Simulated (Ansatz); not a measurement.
## GaAs (F-43m): zone-centre modes under pressure

Aim: how do the optical modes of GaAs (F-43m) move with volume?

Main program and level: Ansatz 0.2.0; DFT PBE, scalar-relativistic, plane waves, PAW; PAW set soft_1.

### Step 1. Set-up

The structure is cubic, space group F-43m (No. 216). Conventional cell: a = 5.654 Å, b = 5.654 Å, c = 5.654 Å, α = 90.00°, β = 90.00°, γ = 90.00°. Ga has 4 As at 2.45 Å nearest. As has 4 Ga at 2.45 Å nearest. Farther neighbours are not listed.

Coordinates:

```cif
data_structure
_symmetry_space_group_name_H-M 'P 1'
_symmetry_Int_Tables_number 1
_cell_length_a 3.9978
_cell_length_b 3.9978
_cell_length_c 3.9978
_cell_angle_alpha 60.000
_cell_angle_beta 60.000
_cell_angle_gamma 60.000
_cell_volume 45.18
loop_
_atom_site_label
_atom_site_type_symbol
_atom_site_fract_x
_atom_site_fract_y
_atom_site_fract_z
_atom_site_occupancy
Ga1 Ga 0.00000 0.00000 0.00000 1
As2 As 0.75000 0.75000 0.75000 1
```

### Step 2. Relaxation

The cell and atoms are relaxed, since residual forces and stress would shift the frequencies.

File input.yaml:

```yaml
crystal:
  lattice:
    - [0.0, 2.82685, 2.82685]
    - [2.82685, 0.0, 2.82685]
    - [2.82685, 2.82685, 0.0]
  atoms:
    - { symbol: Ga, position: [0.0, 0.0, 0.0] }
    - { symbol: As, position: [0.75, 0.75, 0.75] }
kpoints:
  mp_grid: { grid: [12, 12, 12] }
hamiltonian:
  xc: pbe
  pseudopotentials: { kind: paw, azcp: { folder: soft_1 } }
scf:
  occupations: { method: gaussian, width: 0.02 }
output:
  forces: true
  stress: true
  eigenvalues: true
relax:
  adjacent_minimum: "off"
  f_tol: 0.005
  max_steps: 80
  cell: { stress_tol: 0.05 }
```

Run with:

```sh
$ ansatz run input.yaml --threads 4 --pin off --max-ram 10240MiB --backend cpu --events-out ev --progress --plain --runs-dir out
```

Numbers of over 12 decimals in the logs are rounded to 6 here.

What it wrote:

```text
Engine: ansatz 0.2.0, x86_64-unknown-linux-gnu
Pseudopotentials: kind: paw
Pseudopotential: Ga, paw, valence charge 13, recommended cutoff 420 eV (normal), soft_1/Ga.paw.azcp
Pseudopotential: As, paw, valence charge 15, recommended cutoff 420 eV (normal), soft_1/As.paw.azcp
Functional definition: PBE
  parameter kappa = 0.804
  parameter beta = 0.066725
  exchange = pbe_x(kappa = kappa, mu = beta*pi^2/3)
  correlation = pbe_c(beta = beta)
Crystal: 2 atoms, lattice volume = 45.179 Å³
Basis set: ecut = 420 eV, 893 PW (Γ), exchange–correlation on 54×54×54 points (8 copies of the dense FFT grid, shifted against one another)
Bands: 18, of which v1, the nominal top of the filled ones, is band 14 counted from 1 (13 counted from 0)
Symmetry: 24 space group operations
Space group: F-43m (ITA 216), of the structure as read, at distance tolerance 3.6e-5 Å
k-points: 72 of 1728 (time reversal used)
Non-local potential: Ga, projectors of the file, l = 0: 2, l = 1: 2, l = 2: 3, l = 3: 1
Non-local potential: As, projectors of the file, l = 0: 2, l = 1: 2, l = 2: 3, l = 3: 1
PAW form: soft (Blöchl's): semilocal exchange-correlation on the pseudo side does not see the compensation charge
PAW one-centre angular grid: Ga, 590 points (default); XC on 64 Gauss nodes
PAW one-centre angular grid: As, 590 points (default); XC on 64 Gauss nodes
Initial density: superposition of atomic densities (chi_scale 0.1, normalization cell, long waves kept (reshape's long-wave potential 0.00 eV rms))
Initial wavefunctions: pseudopotential atomic-orbital guess
Functional: x = pbe(κ = 0.804, μ = 0.219515), c = pbe(β = 0.066725)
SCF iter   1: F=—  HF=-8639.935733 eV  |F-HF|=—  |Δ(HF+E_count)|=         —  Δρ=4.37e-2  dr2=4.80e-1  ethr=3.10e-3  ⟨swp⟩=6.0  Hψ=6211  notcnv=0
preconditioner: auto → none  [insulator: Δε(μ)=0.521 eV  Ē_g=15.729 eV  σ=0.020 eV  W_gap=1.00  n_scr=14 (ndim 8)  ℏωp=23.4 eV  f_vac=0.001  D(μ)=0.00/eV (n_scr^D=0)  ε∞_Penn≈3.2]
SCF iter   2: F=—  HF=-8639.864175 eV  |F-HF|=—  |Δ(HF+E_count)|=   7.16e-2  Δρ=1.87e-2  dr2=8.86e-2  ethr=1.72e-3  ⟨swp⟩=2.0  Hψ=2160  notcnv=0
SCF iter   3: F=—  HF=-8639.858654 eV  |F-HF|=—  |Δ(HF+E_count)|=   5.52e-3  Δρ=6.01e-3  dr2=9.40e-3  ethr=3.16e-4  ⟨swp⟩=2.1  Hψ=2252  notcnv=0
SCF iter   4: F=—  HF=-8639.850854 eV  |F-HF|=—  |Δ(HF+E_count)|=   7.80e-3  Δρ=9.09e-4  dr2=1.30e-4  ethr=3.36e-5  ⟨swp⟩=2.7  Hψ=2305  notcnv=0
SCF iter   5: F=—  HF=-8639.850943 eV  |F-HF|=—  |Δ(HF+E_count)|=   8.88e-5  Δρ=2.39e-4  dr2=1.88e-5  ethr=4.63e-7  ⟨swp⟩=2.0  Hψ=2304  notcnv=0
SCF iter   6: F=—  HF=-8639.850943 eV  |F-HF|=—  |Δ(HF+E_count)|=   4.90e-7  Δρ=6.93e-5  dr2=1.19e-6  ethr=6.73e-8  ⟨swp⟩=2.0  Hψ=2304  notcnv=0
SCF iter   7: F=-8639.850943 eV  HF=-8639.850943 eV  |F-HF|=2.22e-8  |Δ(HF+E_count)|=   1.64e-7  Δρ=1.07e-5  dr2=3.55e-8  ethr=3.57e-10  ⟨swp⟩=6.3  Hψ=6714  notcnv=0
SCF 1 converged in 7 iterations: F = -8639.850943 eV  dr2 = 3.55e-8
  greatest PAW one-centre occupation: 0.999 electrons in one spin orbital (limit 2), on the As atom at site 1 (counted from 0), in its partial waves of l = 2
relax step   1: F+E_penalty+E_count = -8639.85094345 eV  Δ(F+E_penalty+E_count) = +0.000e0 eV  max|allowed force component| = 3.216e-18 eV/Å  Δτ_max = 0.0000 Å  P = +3.313 GPa  Ω = 45.179 Å³  (7 SCF iters, dr2 threshold 1.00e-7 eV, accepted)
Crystal: 2 atoms, lattice volume = 46.959 Å³
Basis set: ecut = 420 eV, 941 PW (Γ), exchange–correlation on 54×54×54 points (8 copies of the dense FFT grid, shifted against one another)
Initial density: handed on by an earlier stage of this run
Initial wavefunctions: those handed on with the density
iter 1 solved again at ethr=4.81e-6 eV; its pass at ethr=3.10e-3 eV (dr2=1.35e-3 eV) is discarded
SCF iter   1: F=—  HF=-8639.871805 eV  |F-HF|=—  |Δ(HF+E_count)|=         —  Δρ=1.65e-3  dr2=1.33e-3  ethr=4.81e-6  ⟨swp⟩=2.0  Hψ=8826  notcnv=0
preconditioner: auto → none  [insulator: Δε(μ)=0.236 eV  Ē_g=15.274 eV  σ=0.020 eV  W_gap=1.00  n_scr=14 (ndim 8)  ℏωp=23.0 eV  f_vac=0.101  D(μ)=0.00/eV (n_scr^D=0)  ε∞_Penn≈3.3]
SCF iter   2: F=—  HF=-8639.871808 eV  |F-HF|=—  |Δ(HF+E_count)|=   3.28e-6  Δρ=7.07e-4  dr2=2.27e-4  ethr=4.73e-6  ⟨swp⟩=2.0  Hψ=1944  notcnv=0
SCF iter   3: F=—  HF=-8639.871880 eV  |F-HF|=—  |Δ(HF+E_count)|=   7.22e-5  Δρ=2.23e-4  dr2=1.43e-5  ethr=8.12e-7  ⟨swp⟩=2.3  Hψ=2287  notcnv=0
SCF iter   4: F=—  HF=-8639.871868 eV  |F-HF|=—  |Δ(HF+E_count)|=   1.22e-5  Δρ=5.43e-5  dr2=9.56e-7  ethr=5.10e-8  ⟨swp⟩=2.0  Hψ=2304  notcnv=0
SCF iter   5: F=-8639.871869 eV  HF=-8639.871869 eV  |F-HF|=1.47e-7  |Δ(HF+E_count)|=   1.09e-6  Δρ=1.85e-5  dr2=1.89e-7  ethr=7.14e-10  ⟨swp⟩=6.9  Hψ=6766  notcnv=0
SCF 2 converged in 5 iterations: F = -8639.871869 eV  dr2 = 1.89e-7
relax step   2: F+E_penalty+E_count = -8639.87186905 eV  Δ(F+E_penalty+E_count) = -2.093e-2 eV  max|allowed force component| = 1.019e-17 eV/Å  Δτ_max = 0.0000 Å  P = +0.617 GPa  Ω = 46.959 Å³  energy of the carried Pulay correction = -3.656e-4 eV  (5 SCF iters, dr2 threshold 2.00e-7 eV, accepted)
Crystal: 2 atoms, lattice volume = 47.386 Å³
iter 1 solved again at ethr=2.53e-7 eV; its pass at ethr=3.10e-3 eV (dr2=7.08e-5 eV) is discarded
SCF iter   1: F=—  HF=-8639.872669 eV  |F-HF|=—  |Δ(HF+E_count)|=         —  Δρ=3.91e-4  dr2=7.26e-5  ethr=2.53e-7  ⟨swp⟩=3.3  Hψ=8569  notcnv=0
preconditioner: auto → none  [insulator: Δε(μ)=0.168 eV  Ē_g=15.247 eV  σ=0.020 eV  W_gap=1.00  n_scr=14 (ndim 8)  ℏωp=22.9 eV  f_vac=0.097  D(μ)=0.00/eV (n_scr^D=0)  ε∞_Penn≈3.3]
SCF iter   2: F=—  HF=-8639.872667 eV  |F-HF|=—  |Δ(HF+E_count)|=   1.79e-6  Δρ=1.64e-4  dr2=1.25e-5  ethr=2.53e-7  ⟨swp⟩=2.0  Hψ=1944  notcnv=0
SCF iter   3: F=—  HF=-8639.872672 eV  |F-HF|=—  |Δ(HF+E_count)|=   4.78e-6  Δρ=6.26e-5  dr2=1.20e-6  ethr=4.45e-8  ⟨swp⟩=2.0  Hψ=1945  notcnv=0
SCF iter   4: F=-8639.872671 eV  HF=-8639.872671 eV  |F-HF|=5.31e-8  |Δ(HF+E_count)|=   7.41e-7  Δρ=1.34e-5  dr2=5.98e-8  ethr=7.14e-10  ⟨swp⟩=7.0  Hψ=7100  notcnv=0
SCF 3 converged in 4 iterations: F = -8639.872671 eV  dr2 = 5.98e-8
relax step   3: F+E_penalty+E_count = -8639.87267127 eV  Δ(F+E_penalty+E_count) = -8.022e-4 eV  max|allowed force component| = 4.987e-18 eV/Å  Δτ_max = 0.0000 Å  P = +0.052 GPa  Ω = 47.386 Å³  energy of the carried Pulay correction = -4.512e-4 eV  (4 SCF iters, dr2 threshold 2.00e-7 eV, accepted)
[...]
relax step   4: F+E_penalty+E_count = -8639.87267006 eV  Δ(F+E_penalty+E_count) = +1.208e-6 eV  max|allowed force component| = 7.824e-18 eV/Å  Δτ_max = 0.0000 Å  P = +0.001 GPa  Ω = 47.426 Å³  energy of the carried Pulay correction = -4.592e-4 eV  (4 SCF iters, dr2 threshold 6.82e-9 eV, accepted)
Basis set: ecut = 420 eV, 941 PW (Γ), exchange–correlation on 60×60×60 points (8 copies of the dense FFT grid, shifted against one another)
Initial wavefunctions: pseudopotential atomic-orbital guess (no wavefunctions were taken with the density)
iter 1 solved again at ethr=3.91e-7 eV; its pass at ethr=3.10e-3 eV (dr2=1.10e-4 eV) is discarded
SCF iter   1: F=—  HF=-8639.871148 eV  |F-HF|=—  |Δ(HF+E_count)|=         —  Δρ=3.97e-4  dr2=2.34e-6  ethr=3.91e-7  ⟨swp⟩=3.0  Hψ=9291  notcnv=0
preconditioner: auto → none  [insulator: Δε(μ)=0.162 eV  Ē_g=15.249 eV  σ=0.020 eV  W_gap=1.00  n_scr=14 (ndim 8)  ℏωp=22.9 eV  f_vac=0.093  D(μ)=0.00/eV (n_scr^D=0)  ε∞_Penn≈3.3]
SCF iter   2: F=—  HF=-8639.872645 eV  |F-HF|=—  |Δ(HF+E_count)|=   1.50e-3  Δρ=2.02e-4  dr2=8.57e-7  ethr=8.37e-9  ⟨swp⟩=2.0  Hψ=1950  notcnv=0
SCF iter   3: F=—  HF=-8639.873107 eV  |F-HF|=—  |Δ(HF+E_count)|=   4.61e-4  Δρ=4.38e-5  dr2=1.35e-7  ethr=3.06e-9  ⟨swp⟩=2.0  Hψ=1944  notcnv=0
SCF iter   4: F=—  HF=-8639.873128 eV  |F-HF|=—  |Δ(HF+E_count)|=   2.14e-5  Δρ=8.57e-6  dr2=7.49e-9  ethr=4.84e-10  ⟨swp⟩=2.0  Hψ=1944  notcnv=0
SCF iter   5: F=—  HF=-8639.873129 eV  |F-HF|=—  |Δ(HF+E_count)|=   6.13e-7  Δρ=9.83e-7  dr2=2.31e-10  ethr=2.67e-11  ⟨swp⟩=2.0  Hψ=1944  notcnv=0
SCF iter   6: F=-8639.873129 eV  HF=-8639.873129 eV  |F-HF|=6.00e-11  |Δ(HF+E_count)|=   6.18e-9  Δρ=1.98e-7  dr2=1.50e-11  ethr=1.00e-12  ⟨swp⟩=4.0  Hψ=6113  notcnv=0
SCF 5 converged in 6 iterations: F = -8639.873129 eV  dr2 = 1.50e-11
relax step   5: F+E_penalty+E_count = -8639.87312884 eV  Δ(F+E_penalty+E_count) = -4.588e-4 eV  max|allowed force component| = 6.162e-18 eV/Å  Δτ_max = 0.0000 Å  P = +0.001 GPa  Ω = 47.426 Å³  stress off target by 8.44e-4 GPa  SCF on the basis re-selected at this cell (its energy is not comparable with the rows above)  (6 SCF iters)
basis re-selected at this cell: Δ(F+E_penalty+E_count) = -4.588e-4 eV, ΔP = -0.000 GPa vs the last step (what re-selecting the basis moved, of the pressure what is left beyond the Pulay correction that the steps carried, after the strain that the cell walked since its last selection, with what the two solves' SCF thresholds leave and, on support functions, any second-order correction that the steps lacked; it is no measure of the basis error at this ecutwfc). The dense FFT grid was sized anew with the basis: this SCF ran on 30×30×30 points, the steps before it on 27×27×27, so part of this shift can come from that change (see relax.cell in the input reference). [rest of the remark cut]
SCF converged after 6 iterations
Free energy (F): -8639.873129 eV
Harris-Foulkes:  -8639.873129 eV  (|F-HF|=6.00e-11)
Internal energy: -8639.873129 eV  (E = F + TS)
E sigma→0 (E₀):  -8639.873129 eV
Fermi energy:    7.374947 eV
--- Per-component energies (eV) ---
  E_band       = -334.453539
  E_kinetic    = 208.616798
  E_local      = -3728.552017  (includes V_loc(G=0)·N_el)
  E_nonlocal   = -486.473316
  E_hartree    = 2159.992185
  E_xc         = -133.350006
  E_vxc        = -129.210229  (∫ρ·V_xc dr)
  E_paw        = -4004.680577  (= ΣΔE_a)
  E_vpaw       = -518.818861  (= ΣTr[D̂ρ^β])
  E_aug_tail   = -0.000233  (compensation charges beyond the density's cutoff)
  E_ewald      = -2655.425963
  E_smearing   = -0.000000  (= −TS)
  E_closure    = 0.000000  (closes the sum)
  Σ components = -8639.873129   (vs F -8639.873129, Δ=0.00e0)
--- Forces (eV/Å), atoms counted from 1 ---
  atom   1  Ga    -0.00000000    -0.00000000    -0.00000000
  atom   2  As     0.00000000     0.00000000    -0.00000000
  max |Σ_I F_I| component: 1.20e-17 eV/Å
--- Stress (GPa, compression-positive) ---
        0.000844       0.000000      -0.000000
        0.000000       0.000844       0.000000
       -0.000000       0.000000       0.000844
  P = ⅓ Tr σ = 0.0008 GPa (0.008 kbar)
--- Band table (eV; the first three rows and the last of 72) ---
  k-point 0: bands = [... 10 lower, -5.0960, 7.2929, 7.2929, 7.2929, 7.4543, 11.0194, 11.0194, 11.0194]
  k-point 1: bands = [... 10 lower, -5.0199, 6.0126, 7.1884, 7.1884, 8.4032, 11.1447, 11.1773, 11.1773]
  k-point 2: bands = [... 10 lower, -4.7982, 4.5938, 6.9405, 6.9405, 8.7317, 11.5350, 11.5350, 11.8328]
  k-point 71: bands = [... 10 lower, -2.7578, 0.8730, 3.9856, 4.1772, 11.6894, 11.9908, 12.5541, 13.3222]
--- Relaxed structure (4 steps of the walk, 4 accepted, 1 SCFs on fresh bases) ---
  F+E_penalty+E_count = -8639.87312884 eV   max|allowed force component| = 6.162e-18 eV/Å   (the final SCF, on the basis selected at the relaxed cell)
  cell:  # Å, volume = 47.4256 Å³
    - [0, 2.872947, 2.872947]
    - [2.872947, 0, 2.872947]
    - [2.872947, 2.872947, 0]
  atoms:
    - { symbol: Ga, position: [0, 0, 0] }
    - { symbol: As, position: [0.75, 0.75, 0.75] }
```

Elapsed: 6.2 s, on 4 threads of AMD EPYC 7B13 (Zen 3), shared host; peak memory 0.51 GiB; 22 s of CPU time.

Relaxation path:

```csv
step,energy less that of the first step (eV),largest force component (eV/Å),pressure (GPa),volume (Å³)
1,0.0000,0.0000,3.31,45.18
2,-0.0209,0.0000,0.62,46.96
3,-0.0217,0.0000,0.05,47.39
4,-0.0217,0.0000,0.00,47.43
5*,-0.0222,0.0000,0.00,47.43
```

Relaxation steps marked * repeat the geometry before them on a plane-wave basis chosen anew for their cell, so energy and pressure can jump there.

The run keeps the 24 symmetry operations that it works with, so distortions that break them were not tested.

```csv
"conventional cell, symmetrised",before,after,change
a (Å),5.654,5.746,+1.6 %
b (Å),5.654,5.746,+1.6 %
c (Å),5.654,5.746,+1.6 %
volume (Å³/atom),22.59,23.71,+5.0 %
```

The relaxed structure:

```
Ga As
1.0
     0.00000    2.87295    2.87295
     2.87295    0.00000    2.87295
     2.87295    2.87295    0.00000
Ga As
1 1
Direct
  0.00000 0.00000 0.00000
  0.75000 0.75000 0.75000
```

This step gave:

| Item | Value |
| --- | --- |
| pressure | 8.44e-4 GPa |
| gap on the k-mesh | 0.1614 eV |
| volume per atom | 23.71 Å³ |

In this step the volume went from 22.59 to 23.71 Å³/atom.

### Step 3. Tight relaxation

Phonons need small forces and stress, so the relaxation is finished with tight tolerances on 12×12×12 k points.

input.yaml, the sections that differ from step 2:

```yaml
crystal:
  lattice:
    - [0.0, 2.8729472223, 2.8729472223]
    - [2.8729472223, 0.0, 2.8729472223]
    - [2.8729472223, 2.8729472223, 0.0]
  atoms:
    - { symbol: Ga, position: [0.0, 0.0, 0.0] }
    - { symbol: As, position: [0.75, 0.75, 0.75] }
relax:
  adjacent_minimum: "off"
  f_tol: 0.001
  max_steps: 60
  cell: { stress_tol: 0.01 }
# kpoints, hamiltonian, scf, output: as in step 2
```

What it wrote:

```text
[...]
Crystal: 2 atoms, lattice volume = 47.426 Å³
Basis set: ecut = 420 eV, 941 PW (Γ), exchange–correlation on 60×60×60 points (8 copies of the dense FFT grid, shifted against one another)
Bands: 18, of which v1, the nominal top of the filled ones, is band 14 counted from 1 (13 counted from 0)
Symmetry: 24 space group operations
[...]
k-points: 72 of 1728 (time reversal used)
[...]
k-point 71: bands = [... 10 lower, -2.7578, 0.8730, 3.9856, 4.1772, 11.6894, 11.9908, 12.5541, 13.3222]
--- Relaxed structure (1 steps of the walk, 1 accepted, 1 SCFs on fresh bases) ---
[...]
cell:  # Å, volume = 47.4256 Å³
    - [0.0, 2.8729472223, 2.8729472223]
    - [2.8729472223, 0.0, 2.8729472223]
    - [2.8729472223, 2.8729472223, 0.0]
  atoms:
    - { symbol: Ga, position: [0.0, 0.0, 0.0] }
    - { symbol: As, position: [0.75, 0.75, 0.75] }
[key lines of the parts left out:]
SCF converged after 6 iterations
Free energy (F): -8639.873129 eV
Fermi energy:    7.374945 eV
P = ⅓ Tr σ = 0.0009 GPa (0.009 kbar)
```

Run time: 2.9 s. Hardware: 4 threads; peak memory 0.47 GiB; 10 s of CPU time.

Little changed from the start: no atom moved by 0.005 Å and no cell edge by 0.1 %.

This step gave:

```yaml
pressure: 8.54e-4 GPa
```

The forces vanish by symmetry and the pressure is 0.001 GPa, within the tolerances set. The cell now holds 23.71 Å³/atom.

### Step 4. Modes at rest

Phonons follow from the second derivative of the energy, found here by linear response.

The modes at rest are the reference of the series.

Changes to input.yaml since step 3:

```diff
@@ -16,9 +16,4 @@
 output:
-  forces: true
-  stress: true
   eigenvalues: true
-relax:
-  adjacent_minimum: "off"
-  f_tol: 0.001
-  max_steps: 60
-  cell: { stress_tol: 0.01 }
+phonons:
+  method: dfpt
```

What it wrote:

```text
zone centre: on kpoints.mp_grid the ground state, and the responses unless they are solved on pairs of k-points, stand on 163 of the mesh's 1728 k-points, reduced under 8 symmetry operations, with k and −k counted as one. Each operation leaves every solved displacement unchanged or reverses it
[...]
Crystal: 2 atoms, lattice volume = 47.426 Å³
Basis set: ecut = 420 eV, 941 PW (Γ), exchange–correlation on 60×60×60 points (8 copies of the dense FFT grid, shifted against one another)
Bands: 18, of which v1, the nominal top of the filled ones, is band 14 counted from 1 (13 counted from 0)
Symmetry: 24 space group operations
k-points: 163 of 1728 (irreducible under 8 space group operations, time reversal used)
[...]
SCF iter   1: F=—  HF=-8639.954971 eV  |F-HF|=—  |Δ(HF+E_count)|=         —  Δρ=4.21e-2  dr2=4.61e-1  ethr=3.10e-3  ⟨swp⟩=6.0  Hψ=13924  notcnv=0
[...]
SCF iter  10: F=-8639.873129 eV  HF=-8639.873129 eV  |F-HF|=1.82e-12  |Δ(HF+E_count)|=  4.07e-10  Δρ=1.29e-8  dr2=5.35e-14  ethr=1.00e-12  ⟨swp⟩=6.0  Hψ=13200  notcnv=0
SCF 1 converged in 10 iterations: F = -8639.873129 eV  dr2 = 5.35e-14
[...]
DFPT response loops at Γ: preconditioner auto → none (the input reference at scf.mixing.eps_inf says where Resta's filter doesn't serve); β = 0.50; Broyden in place of MSR1
SCF converged after 10 iterations
Free energy (F): -8639.873129 eV
[...]
Internal energy: -8639.873129 eV  (E = F + TS)
E sigma→0 (E₀):  -8639.873129 eV
Fermi energy:    7.374945 eV
[...]
--- Band table (eV; the first three rows and the last of 163) ---
  k-point 0: bands = [... 10 lower, -5.0960, 7.2929, 7.2929, 7.2929, 7.4543, 11.0194, 11.0194, 11.0194]
  k-point 1: bands = [... 10 lower, -5.0199, 6.0126, 7.1884, 7.1884, 8.4032, 11.1447, 11.1773, 11.1773]
  k-point 2: bands = [... 10 lower, -4.7982, 4.5938, 6.9405, 6.9405, 8.7317, 11.5350, 11.5350, 11.8328]
  k-point 162: bands = [... 10 lower, -2.7578, 0.8730, 3.9856, 4.1772, 11.6894, 11.9908, 12.5541, 13.3222]
--- Phonons (Γ-DFPT): 2 representative perturbations + reference, on 163 of 1728 k-points (Σ response iterations 6) ---
  k mesh reduced under 8 symmetry operations, with k and −k counted as one. Each operation leaves every solved displacement unchanged or reverses it
  ASR residual: 1.257e-5 → 0.000e0 eV/Å²; symmetrization residual: 1.262e-6 eV/Å²
  ASR residual per site (eV/Å²): 4.29e-6 1.26e-5
  Γ frequencies (cm⁻¹): 0.00 0.00 0.00 251.90 251.90 251.90
  non-analytic LO–TO correction: not included (Born effective charges unavailable; polar crystals: no LO–TO splitting at Γ)
```

The job ended after 9.8 s (4 threads; peak memory 0.79 GiB).

This step gave:

| Item | Value |
| --- | --- |
| sum-rule residual before enforcement | 1.26e-5 eV/Å² |
| point group | -43m |
| highest optical mode at the zone centre (no LO-TO term) | 251.9 cm⁻¹ |
| lowest optical zone-centre mode | 251.9 cm⁻¹ |

Without the LO-TO term. Patterns of degenerate modes are one choice out of their space. The modes at Γ (shares of kinetic energy by element, %):

```
mode  frequency (cm⁻¹)  symmetry  Ga %  As %
   1               0.0  acoustic    48    52
   2               0.0  acoustic    48    52
   3               0.0  acoustic    48    52
   4             251.9        T2    52    48
   5             251.9        T2    52    48
   6             251.9        T2    52    48
```

Displacements in mode 5 (251.9 cm⁻¹), the largest set to 1:
```
Ga1  0.00 -0.89  1.00
As2  0.00  0.83 -0.93
```

Before it was imposed, the acoustic sum rule was missed by 1.3e-5 eV/Å². Small misses are needed for a sound result but don't prove that mesh and cutoff are converged. The lowest optical mode is real, 252 cm⁻¹.

(Part 1 of 2 ends here.)

[Logs are printed without paths, hosts, clocks, repeated set-up lines and the standing remarks that a program may print on its own settings, such as how far it seeks lower states.]

[Hosts, paths, dates, database ids (printed as entryN), source tags and the programs' standing remarks are cut or masked in the printed files.]
